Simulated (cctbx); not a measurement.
**Interatomic vectors of NaTiRh2**

Space group Pmmn (no. 59, origin choice 1), a = 5.0150 Å, b = 6.0680 Å, c = 5.2070 Å, α = 90.00°, β = 90.00°, γ = 90.00°, content Rh4 Ti2 Na2.

Simulated single-crystal data (cctbx): Mo Kα, λ = 0.71073 Å, to d = 0.65 Å, 95 % of the full sphere, strongest reflection 70000 counts, noise from counting, a 2 % proportional error and a noise floor of 4 counts (s.d.); no absorption.

Patterson synthesis from sharpened amplitudes, origin scaled to 1000:

```text
Patterson group P m m m
      u       v       w   height  length (A)
  0.000   0.000   0.000   1000.0     0.00
  0.000   0.500   0.000    833.0     3.03
  0.500   0.500   0.347    491.1     4.33
  0.500   0.000   0.349    414.3     3.10
  0.000   0.242   0.500    380.9     2.99
  0.500   0.261   0.151    183.6     3.07
  0.166   0.442   0.053     47.8     2.82
  0.129   0.092   0.073     45.4     0.94
  0.409   0.000   0.500     43.7     3.32
  0.415   0.500   0.500     42.5     4.51
  0.062   0.000   0.167     41.2     0.92
  0.345   0.065   0.276     39.8     2.28
  0.175   0.240   0.000     39.7     1.70
  0.000   0.119   0.110     39.7     0.92
```

Q: Assign the vectors.

A peak at u stands for all pairs with xi − xj = u, with weight Σ ZiZj against Σ Z² = 9310 at the origin. Peak heights follow these weights only roughly, since form factors, motion and series ripples differ, all vectors within 0.55 Å of a peak are counted as merged into it though the farther ones add only part of their weight, and F(000) is left out, which lowers the whole map:

| u | v | w | shortest length (Å) | height | 1000 ΣZiZj/ΣZ² | pairs in the cell |
| --- | --- | --- | --- | --- | --- | --- |
| 0.000 | 0.500 | 0.000 | 3.03 | 833 | 974 | 4 × Rh–Rh, 4 × Ti–Na |
| 0.500 | 0.500 | 0.347 | 4.33 | 491 | 500 | 2 × Rh–Rh, 1 × Ti–Ti, 1 × Na–Na |
| 0.500 | 0.000 | 0.349 | 3.10 | 414 | 487 | 2 × Rh–Rh, 2 × Ti–Na |
| 0.000 | 0.242 | 0.500 | 2.99 | 381 | 638 | 4 × Rh–Ti, 4 × Rh–Na |
| 0.500 | 0.261 | 0.151 | 3.07 | 184 | 319 | 2 × Rh–Ti, 2 × Rh–Na |
| 0.166 | 0.442 | 0.053 | 2.82 | 48 | 0 | none within 0.55 Å |
| 0.129 | 0.092 | 0.073 | 0.94 | 45 | 0 | none within 0.55 Å |

The table stops at ten peaks or at a height of 45, below which ripples compete. In the model behind the data Rh, the heaviest element, has 1 independent site: (0, 0.2400, 0.1743), up to an allowed shift of origin; the Rh–Rh vectors are differences of these positions and their symmetry mates. The whole model:

```
atom  mult.    x       y       z  Ueq (Å²)
 Rh1      4    0  0.2400  0.1743    0.0106
 Ti1      2    0       0  0.6668    0.0200
 Na1      2  1/2       0  0.3015    0.0232
```

This is a model crystal, built by substitution and not relaxed, with assumed displacement parameters.

[Logs are printed without paths, hosts, clocks, repeated set-up lines and the standing remarks that a program may print on its own settings, such as how far it seeks lower states.]
